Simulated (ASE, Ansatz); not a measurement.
## Localised basis functions on (21,0) 1T-SnS2 nanotube (377 atoms)

Wanted: errors and times of a linear-scaling basis for (21,0) 1T-SnS2 nanotube (377 atoms). A setting counts as converged where the r.m.s. difference of forces stays under 1 % of the r.m.s. force.

Program: Ansatz 0.2.0. Level of theory: Kohn-Sham DFT, PBE+D3(BJ), PAW (set soft_2), plane waves. Results are calculated unless marked as measured.

## 1. Set-up

The cell holds 377 atoms: 126 Sn and 251 S. Its edges and angles: a = 39.358 Å, b = 39.282 Å, c = 18.966 Å, α = 90.0°, β = 90.0°, γ = 90.0°. It derives from SnS2 (1T-SnS2). 1T-SnS2 sheet (a = 3.65 Å) rolled into a (21,0) tube of diameter 24.40 Å, 3 periods, 12 Å of vacuum, one S removed; every coordinate displaced by a Gaussian of 0.09 Å. Vacuum lies along a and b. The structure repeats along c.

Limits known from the start: Beside vacuum, support functions can miss their usual error bounds without a warning. Sampling is at Γ alone, for a cell whose periodic width is 19 Å.

## 2. Plane-wave single point

The first run fixes the reference, at a cutoff of 420 eV.

Contents of input.yaml:

```yaml
crystal:
  lattice:
    - [39.35845, 0.0, 0.0]
    - [0.0, 39.28195, 0.0]
    - [0.0, 0.0, 18.96596]
  atoms:
    - { symbol: Sn, position: [0.81225, 0.49994, 0.99966] }
    - { symbol: S, position: [0.8471, 0.50031, 0.11017] }
    - { symbol: S, position: [0.76722, 0.53902, 0.0556] }
    - { symbol: Sn, position: [0.79135, 0.59303, 0.99751] }
    - { symbol: S, position: [0.83283, 0.59943, 0.12041] }
    - { symbol: S, position: [0.74499, 0.62401, 0.04733] }
    - { symbol: Sn, position: [0.80676, 0.54744, 0.16251] }
    - { symbol: S, position: [0.84405, 0.55259, 0.26734] }
    - { symbol: S, position: [0.76178, 0.58006, 0.22827] }
    - { symbol: Sn, position: [0.75477, 0.67612, 0.00241] }
    - { symbol: S, position: [0.78847, 0.69402, 0.11032] }
    - { symbol: S, position: [0.69926, 0.68698, 0.05839] }
    - { symbol: Sn, position: [0.77482, 0.63607, 0.16085] }
    - { symbol: S, position: [0.81316, 0.65018, 0.2813] }
    - { symbol: S, position: [0.72879, 0.65341, 0.23054] }
    - { symbol: Sn, position: [0.69396, 0.74359, 0.99664] }
    - { symbol: S, position: [0.71776, 0.77623, 0.11269] }
    - { symbol: S, position: [0.63398, 0.73563, 0.05119] }
    - { symbol: Sn, position: [0.72621, 0.71292, 0.17183] }
    - { symbol: S, position: [0.76024, 0.73527, 0.28946] }
    - { symbol: S, position: [0.66732, 0.71004, 0.2227] }
    - { symbol: Sn, position: [0.61307, 0.79263, 0.99919] }
    - { symbol: S, position: [0.6303, 0.82397, 0.11233] }
    - { symbol: S, position: [0.56182, 0.76487, 0.05846] }
    - { symbol: Sn, position: [0.65284, 0.7684, 0.17259] }
    - { symbol: S, position: [0.67504, 0.79848, 0.28256] }
    - { symbol: S, position: [0.6017, 0.756, 0.22867] }
    - { symbol: Sn, position: [0.52467, 0.81356, 0.0056] }
    - { symbol: S, position: [0.52587, 0.849, 0.11084] }
    - { symbol: S, position: [0.47783, 0.77381, 0.0629] }
    - { symbol: Sn, position: [0.56817, 0.8031, 0.17216] }
    - { symbol: S, position: [0.57587, 0.84295, 0.28079] }
    [... 339 atom lines left out ...]
    - { symbol: Sn, position: [0.78065, 0.36739, 0.83851] }
    - { symbol: S, position: [0.81011, 0.35096, 0.94575] }
    - { symbol: S, position: [0.75845, 0.42291, 0.902] }
    - { symbol: Sn, position: [0.8065, 0.45556, 0.83359] }
    - { symbol: S, position: [0.83956, 0.44918, 0.94626] }
    - { symbol: S, position: [0.77384, 0.49877, 0.8926] }
kpoints:
  mp_grid: { grid: [1, 1, 1] }
hamiltonian:
  xc: pbe
  dispersion: d3bj
scf:
  occupations: { method: fermi_dirac, width: 0.05 }
output:
  forces: true
  populations: true
  dos:
    method: { smearing: { sigma: 0.15 } }
    de: 0.1
    projected: { site_lists: { S: [S], Sn: [Sn] } }
  eigenvalues: true
```

Started as:

```bash
$ ansatz run input.yaml --threads 32 --pin off --max-ram 143360MiB --backend cuda --events-out ev --progress --plain --runs-dir out
```

Numbers of over 12 decimals in the logs are rounded to 6 here.

Output:

```text
Engine: ansatz 0.2.0, aarch64-unknown-linux-gnu
Pseudopotentials: kind: paw
Pseudopotential: Sn, paw, valence charge 14, recommended cutoff 420 eV (normal), Sn.paw.azcp
Pseudopotential: S, paw, valence charge 6, recommended cutoff 420 eV (normal), S.paw.azcp
Functional definition: PBE
  parameter kappa = 0.804
  parameter beta = 0.066725
  exchange = pbe_x(kappa = kappa, mu = beta*pi^2/3)
  correlation = pbe_c(beta = beta)
device memory: the entry about to start is reckoned to put 120.9 GiB on a device that reports 182.5 GiB free
GPU FFT provider: cuFFT
GPU libraries: cuBLAS 13.8.1, cuFFT 12.4.0, cuSOLVER 12.3.2
GPU matrix products: emulated (plane waves: as basis.precision tells), large ones in fixed point in workspaces of 1.00 GiB
Crystal: 377 atoms, lattice volume = 29322.828 Å³
Basis set: ecut = 420 eV, 572963 PW (Γ), exchange–correlation on 540×540×256 points (8 copies of the dense FFT grid, shifted against one another)
Bands: 2012, of which v1, the nominal top of the filled ones, is band 1635 counted from 1 (1634 counted from 0)
Symmetry: 1 space group operations
Space group: P1 (ITA 1), of the structure as read, at distance tolerance 3.1e-4 Å
k-points: 1
Non-local potential: Sn, projectors of the file, l = 0: 2, l = 1: 2, l = 2: 2, l = 3: 2
Non-local potential: S, projectors of the file, l = 0: 2, l = 1: 2, l = 2: 2
PAW form: soft (Blöchl's): semilocal exchange-correlation on the pseudo side does not see the compensation charge
PAW one-centre angular grid: Sn, 590 points (default); XC on 64 Gauss nodes
PAW one-centre angular grid: S, 110 points (default); XC on 64 Gauss nodes
Initial density: superposition of atomic densities (neutral atoms: chi_scale 0, normalization atom), corrected by the library's trained network
Initial wavefunctions: pseudopotential atomic-orbital guess
GPU buffer pool allocated for 9331200 grid points (all kernels)
GPU transforms: local potential and band sums: pruned to the plane-wave sphere, on 270×270×125
GPU projectors: on the FFT box's points about the atoms, with room for 2800395 of them (16 bands a pass); a geometry past the room, sums that fail their trial, or a want of GPU memory keeps the tables, and a block in half precision can take them where they are the faster
Functional: x = pbe(κ = 0.804, μ = 0.219515), c = pbe(β = 0.066725)
SCF iter   1: F=—  HF=-985630.526736 eV  |F-HF|=—  |Δ(HF+E_count)|=         —  Δρ=1.54e-3  dr2=2.89e0  ethr=1.77e-3  ⟨swp⟩=8.0  Hψ=9314  notcnv=0  defer=169
preconditioner: auto → Resta (q_TF=auto, 1.893 Å⁻¹)  ε∞=2.1  [insulator: Δε(μ)=0.557 eV  Ē_g=9.242 eV  σ=0.050 eV  W_gap=0.99  n_scr=3350 (ndim 8)  ℏωp=9.7 eV  f_vac=0.679  D(μ)=0.36/eV (n_scr^D=0)  ε∞_Penn≈2.1  vacuum switching on, ρ_ref=6.2e-3 e/Å³]
SCF iter   2: F=—  HF=-985630.489495 eV  |F-HF|=—  |Δ(HF+E_count)|=   3.72e-2  Δρ=1.62e-3  dr2=8.03e0  ethr=8.83e-5  ⟨swp⟩=3.0  Hψ=4068  notcnv=0  defer=283
preconditioner: auto → LDOS  [metal: Δε(μ)=0.007 eV  Ē_g=9.227 eV  σ=0.050 eV  W_gap=0.03  n_scr=3350 (ndim 8)  ℏωp=9.7 eV  f_vac=0.679  D(μ)=31.41/eV (n_scr^D=38)  β→1.0]
SCF iter   3: F=—  HF=-985630.264196 eV  |F-HF|=—  |Δ(HF+E_count)|=   2.25e-1  Δρ=7.20e-4  dr2=9.28e-1  ethr=8.83e-5  ⟨swp⟩=3.0  Hψ=3996  notcnv=0  defer=263
SCF iter   4: F=—  HF=-985630.178680 eV  |F-HF|=—  |Δ(HF+E_count)|=   8.55e-2  Δρ=4.54e-4  dr2=4.23e-1  ethr=2.84e-5  ⟨swp⟩=7.0  Hψ=2693  notcnv=0  defer=264
SCF iter   5: F=—  HF=-985630.117009 eV  |F-HF|=—  |Δ(HF+E_count)|=   6.17e-2  Δρ=2.46e-4  dr2=1.89e-1  ethr=1.29e-5  ⟨swp⟩=2.0  Hψ=2448  notcnv=0  defer=264
SCF iter   6: F=—  HF=-985630.109258 eV  |F-HF|=—  |Δ(HF+E_count)|=   7.75e-3  Δρ=1.19e-4  dr2=5.61e-2  ethr=5.78e-6  ⟨swp⟩=2.0  Hψ=2067  notcnv=0  defer=264
SCF iter   7: F=—  HF=-985630.110095 eV  |F-HF|=—  |Δ(HF+E_count)|=   8.37e-4  Δρ=7.51e-5  dr2=1.67e-2  ethr=1.72e-6  ⟨swp⟩=2.0  Hψ=2493  notcnv=0  defer=264
SCF iter   8: F=—  HF=-985630.096945 eV  |F-HF|=—  |Δ(HF+E_count)|=   1.32e-2  Δρ=4.44e-5  dr2=3.51e-3  ethr=5.10e-7  ⟨swp⟩=2.0  Hψ=2657  notcnv=0  defer=264
SCF iter   9: F=—  HF=-985630.096494 eV  |F-HF|=—  |Δ(HF+E_count)|=   4.51e-4  Δρ=2.07e-5  dr2=8.36e-4  ethr=1.07e-7  ⟨swp⟩=3.0  Hψ=2510  notcnv=0  defer=264
SCF iter  10: F=—  HF=-985630.096332 eV  |F-HF|=—  |Δ(HF+E_count)|=   1.61e-4  Δρ=1.18e-5  dr2=3.35e-4  ethr=2.56e-8  ⟨swp⟩=3.0  Hψ=2518  notcnv=0  defer=264
SCF iter  11: F=—  HF=-985630.109533 eV  |F-HF|=—  |Δ(HF+E_count)|=   1.32e-2  Δρ=7.86e-6  dr2=5.91e-5  ethr=1.02e-8  ⟨swp⟩=2.0  Hψ=2151  notcnv=0  defer=264
SCF iter  12: F=—  HF=-985630.109384 eV  |F-HF|=—  |Δ(HF+E_count)|=   1.49e-4  Δρ=3.90e-6  dr2=1.81e-5  ethr=1.81e-9  ⟨swp⟩=2.0  Hψ=2746  notcnv=0  defer=264
SCF iter  13: F=—  HF=-985630.109384 eV  |F-HF|=—  |Δ(HF+E_count)|=   8.68e-7  Δρ=1.78e-6  dr2=8.14e-6  ethr=5.54e-10  ⟨swp⟩=2.0  Hψ=2367  notcnv=0  defer=264
SCF iter  14: F=—  HF=-985630.109383 eV  |F-HF|=—  |Δ(HF+E_count)|=   1.12e-6  Δρ=1.08e-6  dr2=2.94e-6  ethr=2.49e-10  ⟨swp⟩=2.0  Hψ=2080  notcnv=0  defer=264
SCF iter  15: F=—  HF=-985630.109383 eV  |F-HF|=—  |Δ(HF+E_count)|=   9.95e-8  Δρ=8.87e-7  dr2=1.78e-6  ethr=8.98e-11  ⟨swp⟩=2.0  Hψ=2560  notcnv=0  defer=264
SCF iter  16: F=—  HF=-985630.109383 eV  |F-HF|=—  |Δ(HF+E_count)|=   1.43e-7  Δρ=6.22e-7  dr2=7.87e-7  ethr=5.45e-11  ⟨swp⟩=2.0  Hψ=2377  notcnv=0  defer=264
SCF iter  17: F=—  HF=-985630.109383 eV  |F-HF|=—  |Δ(HF+E_count)|=   4.00e-8  Δρ=4.11e-7  dr2=2.92e-7  ethr=2.41e-11  ⟨swp⟩=2.0  Hψ=2147  notcnv=0  defer=264
SCF iter  18: F=-985630.109383 eV  HF=-985630.109383 eV  |F-HF|=4.17e-8  |Δ(HF+E_count)|=   4.58e-8  Δρ=2.58e-7  dr2=7.95e-8  ethr=3.06e-12  ⟨swp⟩=24.0  Hψ=13391  notcnv=0
SCF 1 converged in 18 iterations: F = -985630.109383 eV  dr2 = 7.95e-8
  greatest PAW one-centre occupation: 0.993 electrons in one spin orbital (limit 2), on the Sn atom at site 227 (counted from 0), in its partial waves of l = 2
SCF converged after 18 iterations
Free energy (F): -985630.109383 eV
Harris-Foulkes:  -985630.109383 eV  (|F-HF|=4.17e-8)
Internal energy: -985630.045887 eV  (E = F + TS)
E sigma→0 (E₀):  -985630.077635 eV
Entropy (-TS):   -0.063497 eV (-0.168 meV/atom)
Fermi energy:    -1.736674 eV
--- Per-component energies (eV) ---
  E_band       = -45280.352688
  E_kinetic    = 50514.829013
  E_local      = -2007474.881122  (includes V_loc(G=0)·N_el)
  E_nonlocal   = 3391.011775
  E_hartree    = 994660.364308
  E_xc         = -72360.881576
  E_vxc        = -33826.861226  (∫ρ·V_xc dr)
  E_paw        = -672631.690365  (= ΣΔE_a)
  E_vpaw       = -47205.261677  (= ΣTr[D̂ρ^β])
  E_aug_tail   = 0.000356  (compensation charges beyond the density's cutoff)
  E_ewald      = 718360.318304
  E_disp       = -89.116580  (pairwise vdW)
  E_smearing   = -0.063497  (= −TS)
  E_closure    = -0.000000  (closes the sum)
  Σ components = -985630.109383   (vs F -985630.109383, Δ=0.00e0)
--- Forces (eV/Å), atoms counted from 1 ---
[... 377 lines of forces left out ...]
  max |Σ_I F_I| component: 5.75e-5 eV/Å
--- Band table (eV) ---
[... left out ...]
--- Löwdin populations: 377 sites ---
  site symbol       q [e]
[... 377 lines, one an atom, left out ...]
  spilling = 0.006197 (of n_electrons = 3270.000000)
```

It took 35 s on 1 × NVIDIA GB200 with 32 threads of Arm Neoverse V2, shared host; peak memory 12 GiB.

The column dr2 measures how far the density is from self-consistency, as an energy; F and HF (Harris–Foulkes) agree once it is small.

That memory is the host's; the program planned up to 121 GiB on the GPU. Forces of this run were stored rounded, and per-atom blocks of the log weren't kept.

The run gave:

```yaml
free_energy: -985630.1094 eV
free_energy_per_atom: -2614.4035 eV/atom
scf_cycles: 18
r_m_s_force_component: 1.205 eV/Å
longest_force: 9.198 eV/Å
fermi_energy: -1.737 eV
spacing_of_highest_filled_and_lowest_empty_level: 0.2679 eV
levels_partly_filled_by_over_2_per_cent: 2
spilling_of_the_projection: 0.006197
```

Neighbours are counted within 3.25 Å (S-Sn).

Length of the force by element and coordination:

```
element  coordination  atoms  mean length of the force (eV/Å)  spread  least  most
      S           all    251                             1.43   0.973  0.143  8.09
     Sn           all    126                             2.34    1.26  0.524  9.20
     Sn             5      3                             2.59  0.0938   2.47  2.69
     Sn             6    123                             2.33    1.27  0.524  9.20
```

Löwdin charges by element and coordination (they lack the spilled electrons, 0.054 e an atom on average):

```
element  coordination  atoms  mean charge (e)  spread   least    most
      S           all    251           -0.324   0.034  -0.448  -0.236
     Sn           all    126            0.805  0.0276   0.676   0.864
     Sn             5      3            0.693  0.0198   0.676   0.720
     Sn             6    123            0.808  0.0213   0.735   0.864
```

Density of states as counts of states in windows of 1 eV (from the Fermi level), total and some projections:

```
from (eV)  to (eV)  total    S p  Sn p  Sn s    S s
      -14      -13  116.1    3.9  22.9  11.1   77.1
      -13      -12  218.9    3.1  33.7   5.7  174.1
      -12      -11   83.9    0.9   8.0   1.8   72.2
      -11       -9    0.0    0.0   0.0   0.0    0.0
       -9       -8   51.5   20.5   0.7  25.7    4.0
       -8       -7  111.2   42.1   1.7  50.8   15.6
       -7       -6   86.3   34.4   1.6  27.4   22.0
       -6       -5  123.2   75.1  35.2   3.5    7.3
       -5       -4  177.8  118.2  45.4   2.3    8.8
       -4       -3  274.5  204.7  52.9   3.2    9.7
       -3       -2  243.6  211.7  22.4   1.7    3.9
       -2       -1  385.4  366.0   9.5   1.5    2.4
       -1        0   54.3   50.3   2.1   0.7    0.3
        0        1   87.9   48.4   4.7  29.3    1.1
        1        2  151.3   83.3   9.6  50.2    2.4
        2        3   18.2    7.1   4.1   4.5    1.2
        3        4  140.2   29.5  77.3   1.7   13.4
```

Between -24 and -14 eV lie 1343 more states.

Not all projections were asked for or kept, so they needn't add up to the total.

The levels nearest the highest filled one (over half full), pooled over k-points and spins:

```
level less the highest filled one (eV)  occupation
                                -0.507           2
                                -0.473           2
                                -0.421           2
                                -0.307           2
                                -0.154        1.99
                                     0        1.85
                                 0.268       0.112
                                  0.34       0.028
                                 0.411       0.007
                                 0.450       0.003
                                 0.474       0.002
                                 0.478       0.002
```

Mean Löwdin charges: S -0.32, Sn +0.81 e (they miss 0.62 % of the electrons, so they add up to more than the cell's charge). Within 0.4 eV of the Fermi level the largest share is S p (64 % of the projected weight).

## 3. Local order

Bonds and neighbours are counted at the geometry of the runs.

Normalised to the volume that the atoms fill. Pair distribution functions g(r), in bins of 0.2 Å:

```
r (Å)  total   S-S   S-Sn  Sn-Sn
 2.00   0.02  0.00   0.05   0.00
 2.20   0.31  0.00   0.70   0.00
 2.40   3.09  0.00   6.93   0.00
 2.60   5.21  0.00  11.70   0.00
 2.80   1.77  0.00   3.99   0.00
 3.00   0.34  0.55   0.21   0.00
 3.20   0.74  1.61   0.00   0.15
 3.40   1.65  2.90   0.00   3.21
 3.60   4.17  6.30   0.00  12.30
 3.80   2.81  4.48   0.01   7.37
 4.00   0.74  1.34   0.20   0.48
 4.20   1.04  0.59   1.75   0.00
 4.40   1.25  0.04   2.78   0.00
 4.60   1.06  0.00   2.37   0.00
 4.80   0.36  0.11   0.71   0.00
 5.00   0.49  1.04   0.08   0.00
 5.20   0.85  1.52   0.40   0.00
 5.40   0.76  0.34   1.38   0.00
 5.60   1.25  0.65   2.15   0.00
 5.80   1.73  0.75   3.16   0.00
 6.00   1.11  0.50   1.84   0.66
 6.20   1.83  2.74   0.51   3.55
 6.40   1.50  2.50   0.03   3.37
 6.60   0.21  0.39   0.00   0.31
 6.80   0.32  0.73   0.00   0.02
 7.00   0.54  0.81   0.22   0.75
 7.20   0.84  0.53   0.63   2.96
 7.40   0.71  0.35   0.74   2.04
```

Bonds by pair of elements; cutoffs follow the first minimum of g(r), held within bounds set by covalent radii, and pairs that aren't listed don't count as bonded:

```
pair A-B  cutoff (Å)  bonds  mean length (Å)  spread (Å)  shortest (Å)  B about A  A about B
    S-Sn        3.25    753             2.58       0.143          2.08          3       5.98
```

How many atoms have how many bonded neighbours:

```
element  mean    3  5    6
      S     3  251  0    0
     Sn  5.98    0  3  123
```

Bond angles, per cent of each kind in bins of 5°:

```
angle (°)  S-Sn-S  Sn-S-Sn
    70–75     0.6      0.0
    75–80     3.3      1.1
    80–85     9.4     14.1
    85–90    26.8     35.6
    90–95    27.1     35.5
   95–100     8.6     11.6
  100–105     3.5      2.0
  105–110     0.6      0.3
  110–115     0.1      0.0
  115–120     0.0      0.0
  120–125     0.0      0.0
  125–130     0.0      0.0
  130–135     0.0      0.0
  135–140     0.0      0.0
  140–145     0.0      0.0
  145–150     0.0      0.0
  150–155     0.0      0.0
  155–160     0.3      0.0
  160–165     3.1      0.0
  165–170     5.8      0.0
  170–175     6.5      0.0
  175–180     4.3      0.0
```

Bond angles (no mean is given where the spread exceeds 20°):

```
  angle  count  mean (°)  spread (°)
 S-Sn-S   1875         -           -
Sn-S-Sn    753        90         4.7
```

Bond length by coordination (bonds to H left out):

```
element  coordination  atoms  mean bond length (Å)
     Sn             5      3                  2.58
     Sn             6    123                  2.58
```

First main peaks of g(r), for some of the pairs, lie near 3.63 Å (S-S), 2.57 Å (S-Sn) and 3.66 Å (Sn-Sn). Counting bonds as in the table, all S atoms have 3 and 98 % of Sn atoms have 6 bonded neighbours.

(Continued in part 2 of 2.)

[Logs are printed without paths, hosts, clocks, repeated set-up lines and the standing remarks that a program may print on its own settings, such as how far it seeks lower states.]

[Hosts, paths, dates, database ids (printed as entryN), source tags and the programs' standing remarks are cut or masked in the printed files.]
